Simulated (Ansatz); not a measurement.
# Settings and their price: liquid mixture of sulfolane and cyclohexane at 300 K (111 atoms)

Density of this cell: 1.11 g/cm³. The cell holds 111 atoms: 32 C, 64 H, 10 O and 5 S. Its edges and angles: a = 10.479 Å, b = 10.479 Å, c = 10.479 Å, α = 90.0°, β = 90.0°, γ = 90.0°. 5 sulfolane, 2 cyclohexane placed at random, at 1.11 g/cm³; overlaps pushed apart, then 10 ps at 450 K with MMFF94 bonds, angles, torsions, charges and radii (Halgren, J. Comput. Chem. 17, 490 (1996)) in harmonic and 12-6 forms. Snapshot after 20 ps at 300 K and fixed volume.

Geometry: as built.

Reference run: Kohn-Sham DFT, PBE+D4, PAW (set soft_2), plane waves (Ansatz 0.2.0), cutoff 420 eV, k-mesh 2×2×2, fixed occupations.

| Property | Result |
| --- | --- |
| r.m.s. force component | 0.9079 eV/Å |
| pressure | 4.139 GPa |
| gap (highest filled to lowest empty level) | 5.403 eV |
| SCF cycles | 10 |
| time | 2.9 s on 1 × NVIDIA GB200 with 32 threads of Arm Neoverse V2, shared host |

**Question.** The cell is repeated and solved at Γ. How do error, time and memory go?
- plane waves, 111 atoms (1×1×1)
- support functions, 111 atoms (1×1×1)
- plane waves, 888 atoms (2×2×2)
- support functions, 888 atoms (2×2×2)
- support functions, 2997 atoms (3×3×3)
- truncated density matrix, 2997 atoms (3×3×3)
- support functions, 7104 atoms (4×4×4)
- truncated density matrix, 7104 atoms (4×4×4)
- truncated density matrix, 13875 atoms (5×5×5)

Differences are against the typed cell on a 2×2×2 mesh, which samples like Γ on 888 atoms (r.m.s. force component 0.908 eV/Å, gap 5.40 eV). Every repeated cell is solved at Γ, and forces are averaged over the copies of each atom. Hardware: 1 × NVIDIA GB200 with 32 threads of Arm Neoverse V2, shared host.

```
atoms  repeats                     basis  Δ force, r.m.s. (meV/Å)  Δ energy (meV/atom)  less plane waves of the same size (meV/atom)  gap (eV)  spread among copies (meV/Å)  SCF cycles     time  host memory (GiB)  planned on the GPU (GiB)
  111    1×1×1               plane waves                     3.14               0.0319                                             -                    5.42                            -          11      2 s                1.2                       3.7
  111    1×1×1         support functions                     6.50                -3.57                                          -3.6                    5.42                            -          14      4 s                1.1                       2.6
  888    2×2×2               plane waves                    0.017                    0                                             -                    5.40                            0          12     10 s                2.4                        40
  888    2×2×2         support functions                     5.72                -3.67                                          -3.7                    5.40                         0.17          13     14 s                2.6                        13
 2997    3×3×3         support functions                     5.64                -3.67                                             -                    5.41                         0.11          17     50 s                7.2                        42
 2997    3×3×3  truncated density matrix                     5.64                -3.67                                             -                       -                        0.076          24     53 s                7.1                        46
 7104    4×4×4         support functions                     5.63                -3.67                                             -                    5.40                          0.1          17  2.4 min                 16                       111
 7104    4×4×4  truncated density matrix                     5.62                -3.67                                             -                       -                        0.078          24  2.2 min                 16                       124
13875    5×5×5  truncated density matrix                      5.6                -3.67                                             -                       -                         0.11          25  5.3 min                 28                       171
```

Repeating the cell at Γ samples more k-points: in plane waves the energy difference from the dense mesh goes from 0.0319 meV/atom at 111 atoms to 0 at 888, and the force difference from 3.1 to 0.017 meV/Å; the gap goes from 5.42 to 5.40 eV. With plane waves, the time grows as the 0.8 power of the atom count between the two largest sizes, 111 and 888 atoms. The smaller run is short enough for fixed overheads to flatten this slope. With support functions, the time grows as the 1.2 power of the atom count between the two largest sizes, 2997 and 7104 atoms. With the truncated density matrix, the time grows as the 1.3 power of the atom count between the two largest sizes, 7104 and 13875 atoms. At 7104 atoms truncation (run in mixed precision) changes the energy by +0.0001 meV/atom and takes 0.93 times the time of the full density matrix. At equal size the support functions lie 3.6 to 3.7 meV/atom below plane waves, likely because their grid holds more waves than 420 eV; no run tests this. Support functions take 2.0 times the time of plane waves at 111 atoms and 1.3 times at 888, so no crossover is reached among the sizes that both ran. Each time is a single run, so ratios and crossover are rough. At the largest size the support functions' forces differ from the reference by 0.62 % of the r.m.s. force, which holds the difference of sampling between the two as well as that of the basis. In some support-function runs the search for missed states was left out or partial.

[Logs are printed without paths, hosts, clocks, repeated set-up lines and the standing remarks that a program may print on its own settings, such as how far it seeks lower states.]

[Hosts, paths, dates, database ids (printed as entryN), source tags and the programs' standing remarks are cut or masked in the printed files.]

[The MMFF94 radii named for the starting cell were scaled by 0.96; in molecules described by MMFF94, hydrogen bound to N, O or S took a small fixed 12-6 site in their place.]
